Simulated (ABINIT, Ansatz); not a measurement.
**AlSi2 (P6/mmm): phonons by linear response**

Aim: the phonon dispersion of AlSi2 (P6/mmm), checked by a second program.

Main program and level: ABINIT 10.8.3; DFT PBEsol, scalar-relativistic, plane waves, PseudoDojo stringent norm-conserving pseudopotentials.

The structure was built from a prototype and need not be the compound's stable phase.

## Step 1: Starting point

It takes space group P6/mmm (No. 191, hexagonal). The conventional cell has a = 3.179 Å, b = 3.179 Å, c = 3.361 Å, α = 90.00°, β = 90.00°, γ = 120.00°. Al has 12 Si at 2.49 Å nearest. Si has 3 Si at 1.84 Å and 6 Al at 2.49 Å nearest. Farther neighbours are not listed.

## Step 2: A probe with smearing

A first run with smearing and empty bands tells whether the crystal has a gap, which decides between fixed occupations and smearing later on.

File probe.abi:

```
# ground state
tolvrs 1.0d-08
prtden 1
prtwf 1

# basis, mesh and filling
ecut 16.0
ngkpt 6 6 6
nshiftk 1
shiftk 0.0 0.0 0.0
istwfk *1
occopt 7
tsmear 0.005
nband 11
nstep 100
diemac 9.0
prtebands 0
prtgsr 0
useylm 1

# cell and atoms
acell 3*1.0 Angstrom
rprim 
    3.17855786 0.0 0.0
    -1.58927893 2.752711854 0.0
    0.0 0.0 3.36093
ntypat 2
znucl 13 14
natom 3
typat 1 2 2
xred 
    0.0 0.0 0.0
    1/3 2/3 0.5
    2/3 1/3 0.5
pp_dirpath "./pseudo"
pseudos "Al.upf, Si.upf"
```

Run with:

```bash
$ OMP_NUM_THREADS=1 mpirun -n 4 abinit probe.abi > probe.log
```

Numbers of over 12 decimals in the logs are rounded to 6 here.

probe.abo, the main output file:

```text
[banners, grids, parts of the stress and lines that vanish by symmetry left out]
- input  file    -> probe.abi
- output file    -> probe.abo
- root for input  files -> probei
[...]
Symmetries : space group P6/m m m (#191); Bravais hP (primitive hexag.)
[...]
mpw =         624          nfft =       13824          nkpt =          28
[...]
== DATASET  1 ==================================================================
[...]
cutoff_energies: {ecut:  16.0, pawecutdg:  -1.0, }
[...]
ETOT  1  -10.403431078835    -1.040E+01 5.865E-02 8.845E+01
 ETOT  2  -10.437962603326    -3.453E-02 8.154E-03 6.929E+00
 ETOT  3  -10.440767324891    -2.805E-03 3.622E-03 2.019E-02
 ETOT  4  -10.440775966462    -8.642E-06 1.199E-03 2.111E-04
 ETOT  5  -10.440776048104    -8.164E-08 1.123E-03 2.240E-08
 ETOT  6  -10.440776048136    -3.224E-11 2.013E-04 1.772E-09
 At SCF step    6       vres2   =  1.77E-09 < tolvrs=  1.00E-08 =>converged.
[...]
sigma(1 1)= -7.49751009E-03  sigma(3 2)=  0.00000000E+00
  sigma(2 2)= -7.49751009E-03  sigma(3 1)=  0.00000000E+00
  sigma(3 3)= -2.00685150E-03  sigma(2 1)=  0.00000000E+00
[...]
convergence: {deltae: -3.224E-11, res2:  1.772E-09, residm:  2.013E-04, diffor: null, }
etotal    :  -1.04407760E+01
[...]
sigma(1 1)= -7.49751009E-03  sigma(3 2)=  0.00000000E+00
  sigma(2 2)= -7.49751009E-03  sigma(3 1)=  0.00000000E+00
  sigma(3 3)= -2.00685150E-03  sigma(2 1)=  0.00000000E+00
[...]
- sigma(1 1)= -2.20584363E+02  sigma(3 2)=  0.00000000E+00
- sigma(2 2)= -2.20584363E+02  sigma(3 1)=  0.00000000E+00
- sigma(3 3)= -5.90436096E+01  sigma(2 1)=  0.00000000E+00
[...]
fcart     -0.0000000000E+00 -0.0000000000E+00 -0.0000000000E+00
           strten     -7.4975100945E-03 -7.4975100948E-03 -2.0068515005E-03
================================================================================

[key lines of the parts left out:]
pressure_GPa:   1.6674E+02
```

Wall time 4.7 s (4 MPI ranks of Arm Neoverse N1, shared host); 18 s of CPU time.

Numbers from this step:

```
volume per atom   : 9.802 Å³
pressure          : 166.7 GPa
gap on the k-mesh : 0 eV
```

No gap opens on this mesh, so smearing is kept; the printed pressure holds the stress of the finite basis too.

## Step 3: Rough relaxation

The typed start is rough, so a first relaxation with smearing and loose thresholds takes it towards rest cheaply.

File prerelax.abi:

```
# relaxation
ionmov 2
optcell 2
dilatmx 1.15
chkdilatmx 0
ntime 40
tolmxf 3.0d-04
tolvrs 1.0d-10
prtwf 0
prtden 0
chksymtnons 0

# basis, mesh and filling
ecut 18.0
ecutsm 3.0
ngkpt 6 6 6
nshiftk 1
shiftk 0.0 0.0 0.0
istwfk *1
occopt 7
tsmear 0.005
nband 11
nstep 100
diemac 1000000.0
prtebands 0
prtgsr 0
useylm 1

# cell and atoms
acell 3*1.0 Angstrom
rprim 
    3.17855786 0.0 0.0
    -1.58927893 2.752711854 0.0
    0.0 0.0 3.36093
ntypat 2
znucl 13 14
natom 3
typat 1 2 2
xred 
    0.0 0.0 0.0
    1/3 2/3 0.5
    2/3 1/3 0.5
pp_dirpath "./pseudo"
pseudos "Al.upf, Si.upf"
```

Run with:

```bash
$ OMP_NUM_THREADS=1 mpirun -n 4 abinit prerelax.abi > prerelax.log
```

prerelax.abo, the main output file:

```text
[banners, grids, parts of the stress and lines that vanish by symmetry left out]
- input  file    -> prerelax.abi
- output file    -> prerelax.abo
- root for input  files -> prerelaxi
[...]
Symmetries : space group P6/m m m (#191); Bravais hP (primitive hexag.)
[...]
mpw =        1142          nfft =       27000          nkpt =          28
[...]
== DATASET  1 ==================================================================
[...]
cutoff_energies: {ecut:  18.0, pawecutdg:  -1.0, }
[...]
ETOT  1  -10.402088609251    -1.040E+01 9.692E-02 1.730E+02
 ETOT  2  -10.439800867951    -3.771E-02 9.594E-03 4.839E+00
 ETOT  3  -10.440835518885    -1.035E-03 4.072E-03 2.225E-02
 ETOT  4  -10.440839821632    -4.303E-06 1.272E-03 2.569E-04
 ETOT  5  -10.440839872846    -5.121E-08 2.697E-03 2.317E-06
[...]
At SCF step    7       vres2   =  3.14E-11 < tolvrs=  1.00E-10 =>converged.
[...]
ETOT  5  -10.757114716516    -1.599E-13 9.799E-04 3.624E-12
 At SCF step    5       vres2   =  3.62E-12 < tolvrs=  1.00E-10 =>converged.
[...]
sigma(1 1)=  6.11413097E-08  sigma(3 2)=  0.00000000E+00
  sigma(2 2)=  6.11415351E-08  sigma(3 1)=  0.00000000E+00
  sigma(3 3)= -5.44493517E-07  sigma(2 1)=  0.00000000E+00
[...]
convergence: {deltae: -1.599E-13, res2:  3.624E-12, residm:  9.799E-04, diffor: null, }
etotal    :  -1.07571147E+01
[...]
At Broyd/MD step  26, gradients are converged :
[...]
sigma(1 1)=  6.11413097E-08  sigma(3 2)=  0.00000000E+00
  sigma(2 2)=  6.11415351E-08  sigma(3 1)=  0.00000000E+00
  sigma(3 3)= -5.44493517E-07  sigma(2 1)=  0.00000000E+00
[...]
- sigma(1 1)=  1.79883944E-03  sigma(3 2)=  0.00000000E+00
- sigma(2 2)=  1.79884607E-03  sigma(3 1)=  0.00000000E+00
- sigma(3 3)= -1.60195523E-02  sigma(2 1)=  0.00000000E+00
[...]
fcart      2.2138600858E-29  1.2781727165E-29 -0.0000000000E+00
           strten      6.1141309740E-08  6.1141535085E-08 -5.4449351712E-07
================================================================================

[key lines of the parts left out:]
pressure_GPa:   4.1406E-03
Total energy (etotal) [Ha]= -1.07571147165163E+01
```

Elapsed: 2.1 min, on 4 MPI ranks; 8.3 min of CPU time.

Step by step (22 of 26):

```csv
step,energy less that of the first step (eV),largest force (eV/Å),volume (Å³)
1,0.0000,0.0000,29.41
2,-8.1265,0.0000,46.81
3,-8.2051,0.0000,48.31
5,-8.2457,0.0000,49.85
6,-8.2059,0.0000,49.73
7,-8.4188,0.0000,48.39
8,-7.4247,0.0000,53.03
9,-5.0079,0.0000,35.03
11,-8.0531,0.0000,55.03
12,-7.1959,0.0000,60.49
13,204.0492,0.0000,16.48
14,-7.3349,0.0000,62.65
15,-7.3833,0.0000,63.68
16,-7.4410,0.0000,65.53
18,-7.6690,0.0000,64.04
19,-7.7859,0.0000,61.79
20,-7.9501,0.0000,39.84
21,-8.4354,0.0000,47.09
22,-8.4834,0.0000,39.57
24,-8.6021,0.0000,45.23
25,-8.6062,0.0000,45.02
26,-8.6063,0.0000,45.04
```

```csv
cell as run,before,after,change
a (Å),3.179,4.291,+35.0 %
b (Å),3.179,4.291,+35.0 %
c (Å),3.361,2.825,-15.9 %
volume (Å³/atom),9.80,15.01,+53.2 %
```

The relaxed structure:

```xyz
3
Lattice="4.2908 0.0000 0.0000 -2.1454 3.7159 0.0000 0.0000 0.0000 2.8250" Properties=species:S:1:pos:R:3 pbc="T T T"
Al    0.0000    0.0000    0.0000
Si    0.0000    2.4773    1.4125
Si    2.1454    1.2386    1.4125
```

Read from the output:

| Property | Result |
| --- | --- |
| volume per atom | 15.01 Å³ |
| pressure | 0.004141 GPa |

The volume changes by +53.2 % in this run and stands +53.2 % from the first cell.

## Step 4: Rough relaxation

The cell changed much, so the rough relaxation is repeated on a basis made for the new cell.

prerelax.abi: that of step 3 with these lines changed.

```diff
@@ -31,5 +31,5 @@
 rprim 
-    3.17855786 0.0 0.0
-    -1.58927893 2.752711854 0.0
-    0.0 0.0 3.36093
+    4.290805603 0.0 0.0
+    -2.145402802 3.715946655 0.0
+    0.0 0.0 2.82495913
 ntypat 2
```

prerelax.abo, the main output file:

```text
[banners, grids, parts of the stress and lines that vanish by symmetry left out]
- input  file    -> prerelax.abi
- output file    -> prerelax.abo
- root for input  files -> prerelaxi
[...]
Symmetries : space group P6/m m m (#191); Bravais hP (primitive hexag.)
[...]
mpw =        1721          nfft =       31104          nkpt =          28
[...]
== DATASET  1 ==================================================================
[...]
cutoff_energies: {ecut:  18.0, pawecutdg:  -1.0, }
[...]
ETOT  1  -10.750601893582    -1.075E+01 2.894E-02 1.055E+01
 ETOT  2  -10.757352520636    -6.751E-03 7.271E-03 1.622E-01
 ETOT  3  -10.757387691337    -3.517E-05 8.432E-03 6.411E-03
 ETOT  4  -10.757388945511    -1.254E-06 1.239E-03 1.280E-05
 ETOT  5  -10.757388947737    -2.227E-09 9.718E-04 5.884E-08
[...]
At SCF step    7       vres2   =  5.55E-12 < tolvrs=  1.00E-10 =>converged.
[...]
ETOT  5  -10.757389986209    -6.573E-14 2.512E-06 1.076E-12
 At SCF step    5       vres2   =  1.08E-12 < tolvrs=  1.00E-10 =>converged.
[...]
sigma(1 1)= -1.11597946E-08  sigma(3 2)=  0.00000000E+00
  sigma(2 2)= -1.11599010E-08  sigma(3 1)=  0.00000000E+00
  sigma(3 3)= -5.87659891E-08  sigma(2 1)=  2.62303352E-13
[...]
convergence: {deltae: -6.573E-14, res2:  1.076E-12, residm:  2.512E-06, diffor: null, }
etotal    :  -1.07573900E+01
[...]
At Broyd/MD step   3, gradients are converged :
[...]
sigma(1 1)= -1.11597946E-08  sigma(3 2)=  0.00000000E+00
  sigma(2 2)= -1.11599010E-08  sigma(3 1)=  0.00000000E+00
  sigma(3 3)= -5.87659891E-08  sigma(2 1)=  2.62303352E-13
[...]
- sigma(1 1)= -3.28332494E-04  sigma(3 2)=  0.00000000E+00
- sigma(2 2)= -3.28335624E-04  sigma(3 1)=  0.00000000E+00
- sigma(3 3)= -1.72895509E-03  sigma(2 1)=  7.71723104E-09
[...]
fcart     -0.0000000000E+00  2.0439124416E-28 -0.0000000000E+00
           strten     -1.1159794650E-08 -1.1159901033E-08 -5.8765989085E-08
================================================================================

[key lines of the parts left out:]
pressure_GPa:   7.9521E-04
Total energy (etotal) [Ha]= -1.07573899862085E+01
```

It took 15 s on 4 MPI ranks.

Little changed from the start: no atom moved by 0.005 Å and no cell edge by 0.1 %.

Read from the output:

| Property | Result |
| --- | --- |
| volume per atom | 15.03 Å³ |
| pressure | 7.95e-4 GPa |

The volume changes by +0.1 % in this run and stands +53.4 % from the first cell.

## Step 5: Relaxing the cell and atoms

The harmonic expansion needs vanishing forces, and a free crystal bears no stress, so cell and atoms are brought to rest. Stress is more sensitive to the basis than forces are: the last 3 Ha under the cutoff are smoothed with ecutsm, and the cutoff is raised above that of the later runs.

File relax.abi:

```
# relaxation
ionmov 2
optcell 2
dilatmx 1.08
ntime 40
tolmxf 1.0d-05
tolvrs 1.0d-14
prtwf 0
prtden 0
chksymtnons 0

# basis, mesh and filling
ecut 21.0
ecutsm 3.0
ngkpt 9 9 10
nshiftk 1
shiftk 0.0 0.0 0.0
istwfk *1
occopt 3
tsmear 0.01
nband 11
nstep 100
diemac 1000000.0
prtebands 0
prtgsr 0
useylm 1

# cell and atoms
acell 3*1.0 Angstrom
rprim 
    4.293249 0.0 0.0
    -2.1466245 3.718062699 0.0
    0.0 0.0 2.825255746
ntypat 2
znucl 13 14
natom 3
typat 1 2 2
xred 
    0.0 0.0 0.0
    1/3 2/3 0.5
    2/3 1/3 0.5
pp_dirpath "./pseudo"
pseudos "Al.upf, Si.upf"
```

Run with:

```bash
$ OMP_NUM_THREADS=1 mpirun -n 4 abinit relax.abi > relax.log
```

relax.abo, the main output file:

```text
[banners, grids, parts of the stress and lines that vanish by symmetry left out]
- input  file    -> relax.abi
- output file    -> relax.abo
- root for input  files -> relaxi
[...]
Symmetries : space group P6/m m m (#191); Bravais hP (primitive hexag.)
[...]
mpw =        1782          nfft =       38400          nkpt =          72
[...]
== DATASET  1 ==================================================================
[...]
cutoff_energies: {ecut:  21.0, pawecutdg:  -1.0, }
[...]
ETOT  1  -10.756508663937    -1.076E+01 4.036E-02 1.165E+01
 ETOT  2  -10.764911513703    -8.403E-03 6.636E-03 2.340E-01
 ETOT  3  -10.764953123821    -4.161E-05 1.289E-03 9.611E-03
 ETOT  4  -10.764954642716    -1.519E-06 1.141E-03 2.766E-05
 ETOT  5  -10.764954647063    -4.347E-09 3.228E-03 1.158E-07
[...]
At SCF step    9       vres2   =  7.29E-17 < tolvrs=  1.00E-14 =>converged.
[...]
sigma(1 1)= -4.81049249E-05  sigma(3 2)=  0.00000000E+00
  sigma(2 2)= -4.81049251E-05  sigma(3 1)=  0.00000000E+00
  sigma(3 3)=  1.32100935E-04  sigma(2 1)=  0.00000000E+00
[...]
convergence: {deltae: -4.514E-12, res2:  7.293E-17, residm:  4.385E-04, diffor: null, }
etotal    :  -1.07649546E+01
[...]
ETOT  1  -10.765142137673    -1.077E+01 4.535E+01 2.403E-02
[...]
At SCF step    7       vres2   =  1.84E-15 < tolvrs=  1.00E-14 =>converged.
[...]
sigma(1 1)= -4.42062094E-05  sigma(3 2)=  0.00000000E+00
  sigma(2 2)= -4.42062096E-05  sigma(3 1)=  0.00000000E+00
  sigma(3 3)=  1.21527514E-04  sigma(2 1)=  0.00000000E+00
[...]
convergence: {deltae: -3.499E-13, res2:  1.836E-15, residm:  7.288E-03, diffor: null, }
etotal    :  -1.07651483E+01
[...]
ETOT  1  -10.765736071153    -1.077E+01 4.649E+01 2.685E+00
[...]
At SCF step    8       vres2   =  6.34E-15 < tolvrs=  1.00E-14 =>converged.
[...]
sigma(1 1)= -3.42100912E-05  sigma(3 2)=  0.00000000E+00
  sigma(2 2)= -3.42100915E-05  sigma(3 1)=  0.00000000E+00
  sigma(3 3)=  2.14785665E-05  sigma(2 1)=  0.00000000E+00
[...]
convergence: {deltae:  8.882E-15, res2:  6.335E-15, residm:  1.564E-03, diffor: null, }
etotal    :  -1.07664391E+01
[...]
ETOT  1  -10.766488581794    -1.077E+01 1.400E-01 5.209E-01
[...]
At SCF step    8       vres2   =  1.51E-15 < tolvrs=  1.00E-14 =>converged.
[...]
sigma(1 1)= -3.68778258E-05  sigma(3 2)=  0.00000000E+00
  sigma(2 2)= -3.68778260E-05  sigma(3 1)=  0.00000000E+00
  sigma(3 3)= -1.33433579E-05  sigma(2 1)=  0.00000000E+00
[...]
convergence: {deltae:  3.197E-14, res2:  1.509E-15, residm:  3.532E-03, diffor: null, }
etotal    :  -1.07666311E+01
[...]
ETOT  1  -10.766613170126    -1.077E+01 3.914E-01 1.919E-01
[...]
sigma(1 1)= -2.79807537E-05  sigma(3 2)=  0.00000000E+00
  sigma(2 2)= -2.79807539E-05  sigma(3 1)=  0.00000000E+00
[...]
convergence: {deltae: -3.411E-12, res2:  1.428E-16, residm:  4.146E-03, diffor: null, }
etotal    :  -1.07666682E+01
[...]
ETOT  1  -10.766692441135    -1.077E+01 1.679E-03 1.418E-02
[...]
convergence: {deltae:  1.954E-14, res2:  5.006E-16, residm:  1.762E-05, diffor: null, }
etotal    :  -1.07666948E+01
[...]
ETOT  1  -10.766705065383    -1.077E+01 2.010E-05 3.107E-02
[...]
convergence: {deltae:  1.776E-14, res2:  4.130E-15, residm:  3.367E-05, diffor: null, }
etotal    :  -1.07667102E+01
[...]
ETOT  1  -10.766710177073    -1.077E+01 3.158E-05 1.775E-04
[...]
At SCF step    6       vres2   =  2.07E-15 < tolvrs=  1.00E-14 =>converged.
[...]
sigma(2 2)=  4.36199562E-08  sigma(3 1)=  0.00000000E+00
  sigma(3 3)=  1.77606714E-07  sigma(2 1)=  0.00000000E+00
[...]
convergence: {deltae: -5.329E-15, res2:  2.066E-15, residm:  2.542E-05, diffor: null, }
etotal    :  -1.07667102E+01
[...]
ETOT  1  -10.766710224667    -1.077E+01 1.333E-04 3.256E-06
[...]
ETOT  5  -10.766710225494     3.553E-14 7.791E-04 1.351E-14
 ETOT  6  -10.766710225494    -6.217E-14 1.739E-03 3.865E-17
 At SCF step    6       vres2   =  3.87E-17 < tolvrs=  1.00E-14 =>converged.
[...]
sigma(1 1)=  4.14634893E-10  sigma(3 2)=  0.00000000E+00
  sigma(2 2)=  4.14391273E-10  sigma(3 1)=  0.00000000E+00
  sigma(3 3)=  3.25668387E-09  sigma(2 1)=  0.00000000E+00
[...]
convergence: {deltae: -6.217E-14, res2:  3.865E-17, residm:  1.739E-03, diffor: null, }
etotal    :  -1.07667102E+01
[...]
At Broyd/MD step   9, gradients are converged :
[...]
sigma(1 1)=  4.14634893E-10  sigma(3 2)=  0.00000000E+00
  sigma(2 2)=  4.14391273E-10  sigma(3 1)=  0.00000000E+00
  sigma(3 3)=  3.25668387E-09  sigma(2 1)=  0.00000000E+00
[...]
- sigma(1 1)=  1.21989797E-05  sigma(3 2)=  0.00000000E+00
- sigma(2 2)=  1.21918122E-05  sigma(3 1)=  0.00000000E+00
- sigma(3 3)=  9.58149473E-05  sigma(2 1)=  0.00000000E+00
[...]
fcart     -0.0000000000E+00 -0.0000000000E+00 -0.0000000000E+00
           strten      4.1463489326E-10  4.1439127303E-10  3.2566838653E-09
================================================================================

[key lines of the parts left out:]
pressure_GPa:  -4.0069E-05
Total energy (etotal) [Ha]= -1.07667102254941E+01
```

Run time: 2.2 min. Hardware: 4 MPI ranks; 8.9 min of CPU time.

Step by step:

```csv
step,energy less that of the first step (eV),largest force (eV/Å),volume (Å³)
1,0.0000,0.0000,45.10
2,-0.0053,0.0000,45.05
3,-0.0404,0.0000,44.43
4,-0.0456,0.0000,44.24
5,-0.0466,0.0000,44.26
6,-0.0474,0.0000,44.41
7,-0.0478,0.0000,44.66
8,-0.0478,0.0000,44.66
9,-0.0478,0.0000,44.66
```

```csv
"conventional cell, symmetrised",before,after,change
a (Å),4.293,4.440,+3.4 %
b (Å),4.293,4.440,+3.4 %
c (Å),2.825,2.616,-7.4 %
volume (Å³/atom),15.03,14.89,-1.0 %
```

The relaxed structure:

```xyz
3
Lattice="4.4404 0.0000 0.0000 -2.2202 3.8455 0.0000 0.0000 0.0000 2.6156" Properties=species:S:1:pos:R:3 pbc="T T T"
Al    0.0000    0.0000    0.0000
Si    0.0000    2.5637    1.3078
Si    2.2202    1.2818    1.3078
```

Numbers from this step:

```yaml
volume_per_atom: 14.89 Å³
pressure: -4.01e-5 GPa
```

The volume changes by -1.0 % in this run and stands +51.9 % from the first cell.

## Step 6: Self-consistent run for the response

First-order wavefunctions inherit every error of the ground state, hence the very tight tolvrs. Smearing stays on, as the first look found no gap above 0.3 eV.

File gs.abi:

```
# ground state
tolvrs 1.0d-16
prtden 1
prtwf 1

# basis, mesh and filling
ecut 16.0
ngkpt 10 10 12
nshiftk 1
shiftk 0.0 0.0 0.0
istwfk *1
occopt 3
tsmear 0.01
nband 11
nstep 100
diemac 1000000.0
prtebands 0
prtgsr 0
useylm 1

# cell and atoms
acell 3*1.0 Angstrom
rprim 
    4.440375081 0.0 0.0
    -2.220187541 3.845477623 0.0
    0.0 0.0 2.615640898
ntypat 2
znucl 13 14
natom 3
typat 1 2 2
xred 
    0.0 0.0 0.0
    1/3 2/3 0.5
    2/3 1/3 0.5
pp_dirpath "./pseudo"
pseudos "Al.upf, Si.upf"
```

Run with:

```bash
$ OMP_NUM_THREADS=1 mpirun -n 4 abinit gs.abi > gs.log
```

gs.abo, the main output file:

```text
[banners, grids, parts of the stress and lines that vanish by symmetry left out]
- input  file    -> gs.abi
- output file    -> gs.abo
- root for input  files -> gsi
[...]
Symmetries : space group P6/m m m (#191); Bravais hP (primitive hexag.)
[...]
mpw =         940          nfft =       18432          nkpt =          98
[...]
== DATASET  1 ==================================================================
[...]
cutoff_energies: {ecut:  16.0, pawecutdg:  -1.0, }
[...]
ETOT  1  -10.761711036004    -1.076E+01 3.747E-02 4.139E+00
 ETOT  2  -10.767148166567    -5.437E-03 4.671E-03 7.536E-02
 ETOT  3  -10.767174824357    -2.666E-05 3.342E-03 4.432E-03
 ETOT  4  -10.767176233065    -1.409E-06 2.028E-03 5.912E-06
 ETOT  5  -10.767176234800    -1.735E-09 1.909E-03 2.845E-08
[...]
ETOT 18  -10.767176235134    -8.624E-12 3.298E-05 7.789E-16
 ETOT 19  -10.767176235141    -6.647E-12 5.297E-05 6.861E-17
 At SCF step   19       vres2   =  6.86E-17 < tolvrs=  1.00E-16 =>converged.
[...]
sigma(1 1)=  3.98836309E-05  sigma(3 2)=  0.00000000E+00
  sigma(2 2)=  3.98836303E-05  sigma(3 1)=  0.00000000E+00
  sigma(3 3)= -5.97061299E-05  sigma(2 1)=  2.63619872E-13
[...]
convergence: {deltae: -6.647E-12, res2:  6.861E-17, residm:  5.297E-05, diffor: null, }
etotal    :  -1.07671762E+01
[...]
sigma(1 1)=  3.98836309E-05  sigma(3 2)=  0.00000000E+00
  sigma(2 2)=  3.98836303E-05  sigma(3 1)=  0.00000000E+00
  sigma(3 3)= -5.97061299E-05  sigma(2 1)=  2.63619872E-13
[...]
- sigma(1 1)=  1.17341693E+00  sigma(3 2)=  0.00000000E+00
- sigma(2 2)=  1.17341692E+00  sigma(3 1)=  0.00000000E+00
- sigma(3 3)= -1.75661499E+00  sigma(2 1)=  7.75596442E-09
[...]
fcart      1.0696442396E-28  6.5461295300E-28 -0.0000000000E+00
           strten      3.9883630897E-05  3.9883630346E-05 -5.9706129883E-05
================================================================================

[key lines of the parts left out:]
pressure_GPa:  -1.9674E-01
```

It took 21 s on 4 MPI ranks; 84 s of CPU time.

Numbers from this step:

```
pressure : -0.1967 GPa
```

The cell stands at -0.20 GPa: the relaxation ran with a smoothed and higher cutoff and on another k mesh.

[end of part 1 of 4]

[Host names and launcher messages were left out of these logs when they were recorded.]

[Logs are printed without paths, hosts, clocks, repeated set-up lines and the standing remarks that a program may print on its own settings, such as how far it seeks lower states.]

[Hosts, paths, dates, database ids (printed as entryN), source tags and the programs' standing remarks are cut or masked in the printed files.]
